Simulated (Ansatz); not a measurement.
## LiZnF3 in R-3c, a phase reached by a soft mode: following an unstable mode

Aim: this structure of LiZnF3 in R-3c, a phase reached by a soft mode is to be tested for unstable modes, and one is followed downhill.

Calculated with Ansatz 0.2.0; DFT PBEsol, scalar-relativistic, plane waves, PAW; PAW set soft_1.

The structure was built from a prototype and need not be the compound's stable phase.

## (1) Set-up

The structure is trigonal, space group R-3c (No. 167). Conventional cell: a = 5.183 Å, b = 5.183 Å, c = 13.847 Å, α = 90.00°, β = 90.00°, γ = 120.00°. Li has 3 F at 1.84 Å nearest. Zn has 6 F at 2.03 Å nearest. F has 1 Li at 1.84 Å and 2 Zn at 2.03 Å nearest. Farther neighbours and most contacts between anions are not listed.

## (2) Linear response at the zone centre

This phase was reached earlier by freezing in an unstable mode of a structure of higher symmetry and relaxing. Its zone-centre modes can show that it is still unstable.

input.yaml

```yaml
crystal:
  lattice:
    - [2.5913554486, 1.4961197658, 4.6156195409]
    - [-2.5913554486, 1.4961197658, 4.6156195409]
    - [0.0, -2.9922395316, 4.6156195409]
  atoms:
    - { symbol: Li, position: [0.75, 0.75, 0.75] }
    - { symbol: Li, position: [0.25, 0.25, 0.25] }
    - { symbol: Zn, position: [0.5, 0.5, 0.5] }
    - { symbol: Zn, position: [0.0, 0.0, 0.0] }
    - { symbol: F, position: [0.25, 0.8942970337, 0.6057029663] }
    - { symbol: F, position: [0.75, 0.1057029663, 0.3942970337] }
    - { symbol: F, position: [0.6057029663, 0.25, 0.8942970337] }
    - { symbol: F, position: [0.3942970337, 0.75, 0.1057029663] }
    - { symbol: F, position: [0.8942970337, 0.6057029663, 0.25] }
    - { symbol: F, position: [0.1057029663, 0.3942970337, 0.75] }
kpoints:
  mp_grid: { grid: [6, 6, 6] }
hamiltonian:
  xc: pbesol
  pseudopotentials: { kind: paw, azcp: { folder: soft_1 }, xc_functional: pbe }
scf:
  occupations: { method: fixed }
output:
  eigenvalues: true
phonons:
  method: dfpt
  dielectric: true
  rigid_motions: translations
```

On the command line:

```console
> ansatz run input.yaml --threads 4 --pin off --max-ram 16384MiB --backend cpu --events-out ev --progress --plain --runs-dir out
```

Numbers of over 12 decimals in the logs are rounded to 6 here.

The log of the run:

```text
Engine: ansatz 0.2.0, x86_64-unknown-linux-gnu
Pseudopotentials: kind: paw
Pseudopotential: Li, paw, valence charge 3, recommended cutoff 420 eV (normal), soft_1/Li.paw.azcp
Pseudopotential: Zn, paw, valence charge 12, recommended cutoff 420 eV (normal), soft_1/Zn.paw.azcp
Pseudopotential: F, paw, valence charge 7, recommended cutoff 420 eV (normal), soft_1/F.paw.azcp
Functional definition: PBEsol
  exchange = pbesol_x
  correlation = pbesol_c
Crystal: 10 atoms, lattice volume = 107.368 Å³
Basis set: ecut = 420 eV, 2109 PW (Γ), exchange–correlation on 80×80×80 points (8 copies of the dense FFT grid, shifted against one another)
Bands: 46, of which v1, the nominal top of the filled ones, is band 36 counted from 1 (35 counted from 0)
Symmetry: 12 space group operations
k-points: 112 of 216 (irreducible under 1 space group operation, time reversal used)
Non-local potential: Li, projectors of the file, l = 0: 3, l = 1: 2, l = 2: 1
Non-local potential: Zn, projectors of the file, l = 0: 2, l = 1: 2, l = 2: 3, l = 3: 1
Non-local potential: F, projectors of the file, l = 0: 2, l = 1: 2, l = 2: 1
PAW form: soft (Blöchl's): semilocal exchange-correlation on the pseudo side does not see the compensation charge
PAW frozen core: Zn, regenerated for the run's functional, and the local potential with it (the file was generated under x = pbe(κ = 0.804, μ = 0.219515), c = pbe(β = 0.066725))
PAW frozen core: F, regenerated for the run's functional, and the local potential with it (the file was generated under x = pbe(κ = 0.804, μ = 0.219515), c = pbe(β = 0.066725))
PAW one-centre angular grid: Li, 110 points (default); XC on 64 Gauss nodes
PAW one-centre angular grid: Zn, 590 points (default); XC on 64 Gauss nodes
PAW one-centre angular grid: F, 110 points (default); XC on 64 Gauss nodes
Initial density: superposition of atomic densities (chi_scale 0.1, normalization cell, long waves kept (reshape's long-wave potential 0.05 eV rms))
Initial wavefunctions: pseudopotential atomic-orbital guess
Functional: x = pbesol(κ = 0.804, μ = 0.123457), c = pbesol(β = 0.046)
SCF iter   1: F=—  HF=-11788.359569 eV  |F-HF|=—  |Δ(HF+E_count)|=         —  Δρ=1.95e-1  dr2=2.44e1  ethr=3.10e-3  ⟨swp⟩=4.6  Hψ=21124  notcnv=0  defer=875
preconditioner: auto → Resta (q_TF=auto, 2.553 Å⁻¹)  ε∞=3.7  [insulator: Δε(μ)=3.642 eV  Ē_g=18.100 eV  n_scr=26 (ndim 8)  ℏωp=29.6 eV  f_vac=0.000  ε∞_Penn≈3.7]
SCF iter   2: F=—  HF=-11779.907516 eV  |F-HF|=—  |Δ(HF+E_count)|=    8.45e0  Δρ=4.33e-2  dr2=1.49e0  ethr=3.10e-3  ⟨swp⟩=3.5  Hψ=13743  notcnv=0  defer=894
SCF iter   3: F=—  HF=-11779.071229 eV  |F-HF|=—  |Δ(HF+E_count)|=   8.36e-1  Δρ=2.38e-2  dr2=5.79e-1  ethr=2.07e-3  ⟨swp⟩=2.0  Hψ=9418  notcnv=0  defer=878
SCF iter   4: F=—  HF=-11778.995224 eV  |F-HF|=—  |Δ(HF+E_count)|=   7.60e-2  Δρ=1.14e-2  dr2=5.33e-2  ethr=8.04e-4  ⟨swp⟩=3.0  Hψ=8293  notcnv=0  defer=893
SCF iter   5: F=—  HF=-11779.060073 eV  |F-HF|=—  |Δ(HF+E_count)|=   6.48e-2  Δρ=8.05e-3  dr2=3.90e-2  ethr=7.40e-5  ⟨swp⟩=3.0  Hψ=9632  notcnv=0  defer=896
SCF iter   6: F=—  HF=-11779.044770 eV  |F-HF|=—  |Δ(HF+E_count)|=   1.53e-2  Δρ=3.05e-3  dr2=4.65e-3  ethr=5.42e-5  ⟨swp⟩=2.1  Hψ=8066  notcnv=0  defer=896
SCF iter   7: F=—  HF=-11779.044293 eV  |F-HF|=—  |Δ(HF+E_count)|=   4.77e-4  Δρ=7.07e-4  dr2=2.83e-4  ethr=6.46e-6  ⟨swp⟩=2.0  Hψ=8040  notcnv=0  defer=896
SCF iter   8: F=—  HF=-11779.044306 eV  |F-HF|=—  |Δ(HF+E_count)|=   1.26e-5  Δρ=8.43e-5  dr2=4.38e-6  ethr=3.93e-7  ⟨swp⟩=2.0  Hψ=7948  notcnv=0  defer=896
SCF iter   9: F=—  HF=-11779.044309 eV  |F-HF|=—  |Δ(HF+E_count)|=   3.31e-6  Δρ=1.76e-5  dr2=1.80e-7  ethr=6.08e-9  ⟨swp⟩=2.0  Hψ=8305  notcnv=0  defer=446
SCF iter  10: F=—  HF=-11779.044309 eV  |F-HF|=—  |Δ(HF+E_count)|=   4.97e-8  Δρ=1.70e-6  dr2=2.48e-9  ethr=2.51e-10  ⟨swp⟩=2.0  Hψ=7519  notcnv=0  defer=447
SCF iter  11: F=-11779.044309 eV  HF=-11779.044309 eV  |F-HF|=1.20e-10  |Δ(HF+E_count)|=   1.51e-9  Δρ=2.71e-7  dr2=7.85e-11  ethr=1.00e-12  ⟨swp⟩=11.8  Hψ=35765  notcnv=0
SCF 1 converged in 11 iterations: F = -11779.044309 eV  dr2 = 7.85e-11
  greatest PAW one-centre occupation: 1.000 electrons in one spin orbital (limit 2), on the Li atom at site 1 (counted from 0), in its partial waves of l = 0
NSCF: frozen V_eff on 6 k-points
DFPT response loops at Γ: preconditioner auto → none (the input reference at scf.mixing.eps_inf says where Resta's filter doesn't serve); β = 0.50; Broyden in place of MSR1
SCF converged after 11 iterations
Free energy (F): -11779.044309 eV
Harris-Foulkes:  -11779.044309 eV  (|F-HF|=1.20e-10)
Internal energy: -11779.044309 eV  (E = F + TS)
E sigma→0 (E₀):  -11779.044309 eV
Fermi energy:    2.750222 eV
--- Per-component energies (eV) ---
  E_band       = -375.204592
  E_kinetic    = 1509.425280
  E_local      = -7851.502750  (includes V_loc(G=0)·N_el)
  E_nonlocal   = 2148.301500
  E_hartree    = 2926.571548
  E_xc         = -626.055513
  E_vxc        = -710.214959  (∫ρ·V_xc dr)
  E_paw        = -4964.369015  (= ΣΔE_a)
  E_vpaw       = -1324.360701  (= ΣTr[D̂ρ^β])
  E_aug_tail   = 0.004224  (compensation charges beyond the density's cutoff)
  E_ewald      = -4923.268949
  E_core_change = 1.849368  (= ΣΔE_core)
  E_smearing   = -0.000000  (= −TS)
  E_closure    = -0.000000  (closes the sum)
  Σ components = -11779.044309   (vs F -11779.044309, Δ=0.00e0)
--- Band table (eV; the first three rows and the last of 112) ---
  k-point 0: bands = [... 32 lower, 1.4689, 1.4689, 2.7502, 2.7502, 6.9092, 12.5908, 12.9559, 14.1742, ... 6 higher]
  k-point 1: bands = [... 32 lower, 1.4944, 1.5961, 2.6449, 2.6474, 7.2959, 11.9807, 13.0811, 13.6204, ... 6 higher]
  k-point 2: bands = [... 32 lower, 1.6241, 1.7811, 2.3419, 2.3893, 8.2625, 10.7876, 13.0684, 13.1395, ... 6 higher]
  k-point 111: bands = [... 32 lower, 1.9480, 1.9480, 1.9480, 1.9480, 9.3904, 9.3904, 13.4058, 13.4058, ... 6 higher]
--- Phonons (Γ-DFPT): 6 representative perturbations + reference, on 112 of 216 k-points (Σ response iterations 23) ---
  k mesh reduced under 1 symmetry operation, with k and −k counted as one. Each operation leaves every solved perturbation unchanged. A smaller set is not considered because the run solves the response to a homogeneous field
  ASR residual: 1.903e-4 → 0.000e0 eV/Å²; symmetrization residual: 1.919e-4 eV/Å²
  ASR residual per site (eV/Å²): 1.90e-4 1.90e-4 1.26e-4 1.26e-4 3.84e-5 3.84e-5 3.84e-5 3.84e-5 3.84e-5 3.84e-5
  Γ frequencies (cm⁻¹): -153.52 -112.05 0.00 0.00 0.00 100.02 100.02 124.82 124.82 179.77 179.77 182.10 215.35 262.88 262.88 266.54 266.54 276.96 284.02 284.02 306.47 332.17 376.16 402.26 402.26 477.64 496.20 496.20 504.84 504.84
  ε∞ (high-frequency dielectric tensor):
        2.369525     0.000000     0.000000
        0.000000     2.369525     0.000000
        0.000000     0.000000     2.391960
  softest optical mode at Γ: -153.52 cm⁻¹; the repairs (sum rule, projections) moved no ω² at Γ by more than (15.27 cm⁻¹)²
  Born effective charges Z* (e; rows j = field, columns β = displacement):
    site 0:
         1.10831   -0.00000   -0.00000
         0.00000    1.10831    0.00000
         0.00000    0.00000    1.01741
    site 1:
         1.10831   -0.00000   -0.00000
         0.00000    1.10831    0.00000
         0.00000    0.00000    1.01741
    site 2:
         2.24973   -0.14461   -0.00000
         0.14461    2.24973    0.00000
         0.00000    0.00000    2.27319
    site 3:
         2.24973    0.14461   -0.00000
        -0.14461    2.24973    0.00000
         0.00000    0.00000    2.27319
    site 4:
        -1.18430   -0.11250    0.30151
        -0.11250   -1.05440    0.17408
         0.31585    0.18236   -1.09687
    site 5:
        -1.18430   -0.11250    0.30151
        -0.11250   -1.05440    0.17408
         0.31585    0.18236   -1.09687
    site 6:
        -1.18430    0.11250   -0.30151
         0.11250   -1.05440    0.17408
        -0.31585    0.18236   -1.09687
    site 7:
        -1.18430    0.11250   -0.30151
         0.11250   -1.05440    0.17408
        -0.31585    0.18236   -1.09687
    site 8:
        -0.98944    0.00000   -0.00000
         0.00000   -1.24925   -0.34816
         0.00000   -0.36471   -1.09687
    site 9:
        -0.98944   -0.00000   -0.00000
         0.00000   -1.24925   -0.34816
         0.00000   -0.36471   -1.09687
  Z* charge neutrality: 1.697e-4 e pre-enforcement
  k-mesh period / interband length: 31.1 Å / 0.98 Å = 31.77 at k = (0.0000, 0.0000, 0.0000), direct gap 4.159 eV — 14 or more, which is no proof of convergence
  optical modes at Γ without the LO–TO term, one row a degenerate level:
      ω (cm⁻¹)  modes    IR ((D/Å)²/amu)
       -153.52      1            11.7826
       -112.05      1             0.0000
        100.02      2             2.9383
        124.82      2             0.0000
        179.77      2             1.6360
        182.10      1             0.9422
        215.35      1             0.0000
[...]
optical modes at Γ + LO–TO along q̂ = [1.0000, 0.0000, 0.0000]:
      ω (cm⁻¹)  modes    IR ((D/Å)²/amu)
[...]
optical modes at Γ + LO–TO along q̂ = [0.0000, 1.0000, 0.0000]:
      ω (cm⁻¹)  modes    IR ((D/Å)²/amu)
[...]
optical modes at Γ + LO–TO along q̂ = [0.0000, 0.0000, 1.0000]:
      ω (cm⁻¹)  modes    IR ((D/Å)²/amu)
[...]
228.53      1             2.5941
        262.88      2             0.0000
        266.54      2             5.9195
        276.96      1             0.0000
        284.02      2             0.0000
        306.47      1             0.0000
        332.17      1             0.0000
        402.26      2            14.2780
        477.64      1             0.0000
        495.83      1            16.5612
        496.20      2            18.1225
        504.84      2             0.0000
```

It took 2.4 min on 4 threads of Intel Xeon Platinum 8375C at 2.90GHz (Ice Lake), shared host; peak memory 2.4 GiB.

This step gave:

```
gap on the k-mesh                                       : 4.159 eV
volume per atom                                         : 10.74 Å³
sum-rule residual before enforcement                    : 1.90e-4 eV/Å²
miss of the charge sum rule                             : 1.70e-4 e
point group                                             : -3m
highest optical mode at the zone centre (no LO-TO term) : 504.8 cm⁻¹
lowest optical zone-centre mode                         : -153.5 cm⁻¹
mean high-frequency dielectric constant                 : 2.377
largest Born charge (third of the trace)                : 2.258 e
top of the zone-centre spectrum with the field          : 613.1 cm⁻¹
```

Without the LO-TO term. Patterns of degenerate modes are one choice out of their space. Modes at Γ, with each element's share of the kinetic energy (negative means imaginary):

| mode | frequency (cm⁻¹) | symmetry | Li % | Zn % | F % |
| --- | --- | --- | --- | --- | --- |
| 1 | -153.5 | A2u | 72 | 1 | 27 |
| 2 | -112.0 | A2g | 81 | 0 | 19 |
| 3 | 0.0 | acoustic | 5 | 51 | 44 |
| 4 | 0.0 | acoustic | 5 | 51 | 44 |
| 5 | 0.0 | acoustic | 5 | 51 | 44 |
| 6 | 100.0 | Eu | 2 | 4 | 94 |
| 7 | 100.0 | Eu | 2 | 4 | 94 |
| 8 | 124.8 | Eg | 4 | 0 | 96 |
| 9 | 124.8 | Eg | 4 | 0 | 96 |
| 10 | 179.8 | Eu | 3 | 77 | 19 |
| 11 | 179.8 | Eu | 3 | 77 | 19 |
| 12 | 182.1 | A2u | 22 | 37 | 40 |
| 13 | 215.3 | A1u | 0 | 91 | 9 |
| 14 | 262.9 | Eg | 2 | 0 | 98 |
| 15 | 262.9 | Eg | 2 | 0 | 98 |
| 16 | 266.5 | Eu | 5 | 61 | 34 |
| 17 | 266.5 | Eu | 5 | 61 | 34 |
| 18 | 277.0 | A2g | 18 | 0 | 82 |
| 19 | 284.0 | Eg | 8 | 0 | 92 |
| 20 | 284.0 | Eg | 8 | 0 | 92 |
| 21 | 306.5 | A1g | 0 | 0 | 100 |
| 22 | 332.2 | A1u | 0 | 9 | 91 |
| 23 | 376.2 | A2u | 0 | 11 | 89 |
| 24 | 402.3 | Eu | 5 | 8 | 88 |
| 25 | 402.3 | Eu | 5 | 8 | 88 |
| 26 | 477.6 | A2g | 0 | 0 | 100 |
| 27 | 496.2 | Eu | 79 | 0 | 20 |
| 28 | 496.2 | Eu | 79 | 0 | 20 |
| 29 | 504.8 | Eg | 85 | 0 | 15 |
| 30 | 504.8 | Eg | 85 | 0 | 15 |

Displacements in mode 1 (-153.5 cm⁻¹), the largest set to 1:
```
Li1  0.00  0.00  1.00
Li2  0.00  0.00  1.00
Zn3  0.00  0.00  0.05
Zn4  0.00  0.00  0.05
F5  -0.10 -0.06 -0.18
F6  -0.10 -0.06 -0.18
F7   0.10 -0.06 -0.18
F8   0.10 -0.06 -0.18
F9   0.00  0.12 -0.18
F10  0.00  0.12 -0.18
```

Displacements in mode 9 (124.8 cm⁻¹), the largest set to 1:
```
Li1  0.67 -0.07  0.00
Li2 -0.67  0.07  0.00
Zn3  0.00  0.00  0.00
Zn4  0.00  0.00  0.00
F5  -0.81  0.00 -0.89
F6   0.81  0.00  0.89
F7  -0.82  0.15  1.00
F8   0.82 -0.15 -1.00
F9  -0.69  0.09 -0.11
F10  0.69 -0.09  0.11
```

Before it was imposed, the acoustic sum rule was missed by 1.9e-4 eV/Å² and the charge sum rule by 1.7e-4 e. Small misses are needed for a sound result but don't prove that mesh and cutoff are converged. The lowest optical mode is imaginary, 153.5i cm⁻¹, so the energy falls along it.

## (3) The mode frozen in, largest atomic shift 0 Å

The mode followed lies at Γ with frequency 153.5i cm⁻¹, the softest among the wavevectors solved. At small amplitude the distorted cell has space group no. 161 by a symmetry search on the positions. The undistorted cell that holds it gives the zero of energy on the same k mesh.

input.yaml: that of step 2 with these lines changed.

```diff
@@ -22,8 +22,6 @@
 scf:
-  occupations: { method: fixed }
+  occupations: { method: gaussian, width: 0.02 }
 output:
+  forces: true
+  stress: true
   eigenvalues: true
-phonons:
-  method: dfpt
-  dielectric: true
-  rigid_motions: translations
```

The log of the run:

```text
[...]
Crystal: 10 atoms, lattice volume = 107.368 Å³
Basis set: ecut = 420 eV, 2109 PW (Γ), exchange–correlation on 80×80×80 points (8 copies of the dense FFT grid, shifted against one another)
Bands: 46, of which v1, the nominal top of the filled ones, is band 36 counted from 1 (35 counted from 0)
Symmetry: 12 space group operations
[...]
k-points: 32 of 216
[...]
k-point 0: bands = [... 32 lower, 1.4689, 1.4689, 2.7502, 2.7502, 6.9092, 12.5908, 12.9559, 14.1742, ... 4 higher]
  k-point 1: bands = [... 32 lower, 1.4944, 1.5961, 2.6449, 2.6474, 7.2959, 11.9807, 13.0811, 13.6204, ... 4 higher]
  k-point 2: bands = [... 32 lower, 1.6241, 1.7811, 2.3419, 2.3893, 8.2625, 10.7876, 13.0684, 13.1395, ... 4 higher]
  k-point 31: bands = [... 32 lower, 1.9480, 1.9480, 1.9480, 1.9480, 9.3904, 9.3904, 13.4058, 13.4058, ... 4 higher]
[key lines of the parts left out:]
SCF converged after 10 iterations
Free energy (F): -11779.044309 eV
Fermi energy:    4.829726 eV
P = ⅓ Tr σ = -0.0005 GPa (-0.005 kbar)
```

Wall time 2.4 s (4 threads); peak memory 0.57 GiB; 8.7 s of CPU time.

This step gave:

- pressure: -5.16e-4 GPa
- energy from the undistorted cell: 0 meV/atom

At this level the gap is 4.16 eV on the k-mesh of the self-consistent run, which can miss the band edges.

## (4) The mode frozen in, largest atomic shift 0.6 Å

The atoms are moved along the unstable eigenvector, the largest shift by 0.6 Å, with the cell fixed.

input.yaml, the sections that differ from step 3:

```yaml
crystal:
  lattice:
    - [2.5913554486, 1.4961197658, 4.6156195409]
    - [-2.5913554486, 1.4961197658, 4.6156195409]
    - [0.0, -2.9922395316, 4.6156195409]
  atoms:
    - { symbol: Li, position: [0.7933311278, 0.7933311278, 0.7933311278] }
    - { symbol: Li, position: [0.2933311278, 0.2933311278, 0.2933311278] }
    - { symbol: Zn, position: [0.5020331956, 0.5020331956, 0.5020331956] }
    - { symbol: Zn, position: [0.0020331956, 0.0020331956, 0.0020331956] }
    - { symbol: F, position: [0.2263603201, 0.8947041156, 0.6061100483] }
    - { symbol: F, position: [0.7263603201, 0.1061100483, 0.3947041156] }
    - { symbol: F, position: [0.6061100483, 0.2263603201, 0.8947041156] }
    - { symbol: F, position: [0.3947041156, 0.7263603201, 0.1061100483] }
    - { symbol: F, position: [0.8947041156, 0.6061100483, 0.2263603201] }
    - { symbol: F, position: [0.1061100483, 0.3947041156, 0.7263603201] }
# kpoints, hamiltonian, scf, output: as in step 3
```

The log of the run:

```text
[...]
Crystal: 10 atoms, lattice volume = 107.368 Å³
Basis set: ecut = 420 eV, 2109 PW (Γ), exchange–correlation on 80×80×80 points (8 copies of the dense FFT grid, shifted against one another)
Bands: 46, of which v1, the nominal top of the filled ones, is band 36 counted from 1 (35 counted from 0)
Symmetry: 6 space group operations
[...]
k-points: 32 of 216 (time reversal used)
[...]
k-point 0: bands = [... 32 lower, 1.5758, 1.5758, 2.6515, 2.6515, 6.8389, 11.9664, 12.7975, 14.2071, ... 3 higher]
  k-point 1: bands = [... 32 lower, 1.5752, 1.6510, 2.5523, 2.5540, 7.2342, 11.7420, 12.6850, 13.5464, ... 3 higher]
  k-point 2: bands = [... 32 lower, 1.6434, 1.8074, 2.2607, 2.3227, 8.2088, 10.6967, 13.0470, 13.1374, ... 3 higher]
  k-point 31: bands = [... 32 lower, 1.9459, 1.9459, 1.9459, 1.9459, 9.2216, 9.2216, 13.5442, 13.5442, ... 3 higher]
[key lines of the parts left out:]
SCF converged after 10 iterations
Free energy (F): -11779.196644 eV
Fermi energy:    4.745248 eV
P = ⅓ Tr σ = -1.8888 GPa (-18.888 kbar)
```

Elapsed: 3.8 s, on 4 threads; peak memory 0.51 GiB.

This step gave:

| Property | Result |
| --- | --- |
| pressure | -1.889 GPa |
| gap on the k-mesh | 4.187 eV |
| energy from the undistorted cell | -15.23 meV/atom |

The energy, extrapolated to zero smearing, is -15.23 meV/atom against the undistorted cell.

The run ends at a pressure of -1.89 GPa, with forces up to 0.20 eV/Å.

## (5) Energy along the mode, all amplitudes (two of the runs are shown above)

An imaginary frequency means negative curvature, so the energy should fall and then rise again as anharmonic terms take over.

Numbers from this step:

| Property | Result |
| --- | --- |
| depth at the lowest point sampled | 15.23 meV/atom |
| largest atomic shift at that point | 0.6 Å |

The energy from the parent by largest atomic shift:

| largest atomic shift (Å) | energy from the parent (meV/atom) |
| --- | --- |
| 0.000 | 0 |
| 0.040 | -0.134 |
| 0.080 | -0.53 |
| 0.140 | -1.59 |
| 0.220 | -3.72 |
| 0.320 | -7.16 |
| 0.450 | -11.8 |
| 0.600 | -15.2 |

Displacement at unit largest shift by atom:

| atom | x (Å) | y (Å) | z (Å) | size |
| --- | --- | --- | --- | --- |
| Li1 | 0.00 | 0.00 | 1.00 | 1.00 |
| Li2 | 0.00 | 0.00 | 1.00 | 1.00 |
| Zn3 | 0.00 | 0.00 | 0.05 | 0.05 |
| Zn4 | 0.00 | 0.00 | 0.05 | 0.05 |
| F5 | -0.10 | -0.06 | -0.18 | 0.21 |
| F6 | -0.10 | -0.06 | -0.18 | 0.21 |
| F7 | 0.10 | -0.06 | -0.18 | 0.21 |
| F8 | 0.10 | -0.06 | -0.18 | 0.21 |
| F9 | 0.00 | 0.12 | -0.18 | 0.21 |
| F10 | 0.00 | 0.12 | -0.18 | 0.21 |

The lowest of the steps tried is the last one, at 0.6 Å, 15.2 meV/atom below the parent; the bottom of the well need not coincide with a step.

[end of part 1 of 3]

[Logs are printed without paths, hosts, clocks, repeated set-up lines and the standing remarks that a program may print on its own settings, such as how far it seeks lower states.]

[Hosts, paths, dates, database ids (printed as entryN), source tags and the programs' standing remarks are cut or masked in the printed files.]
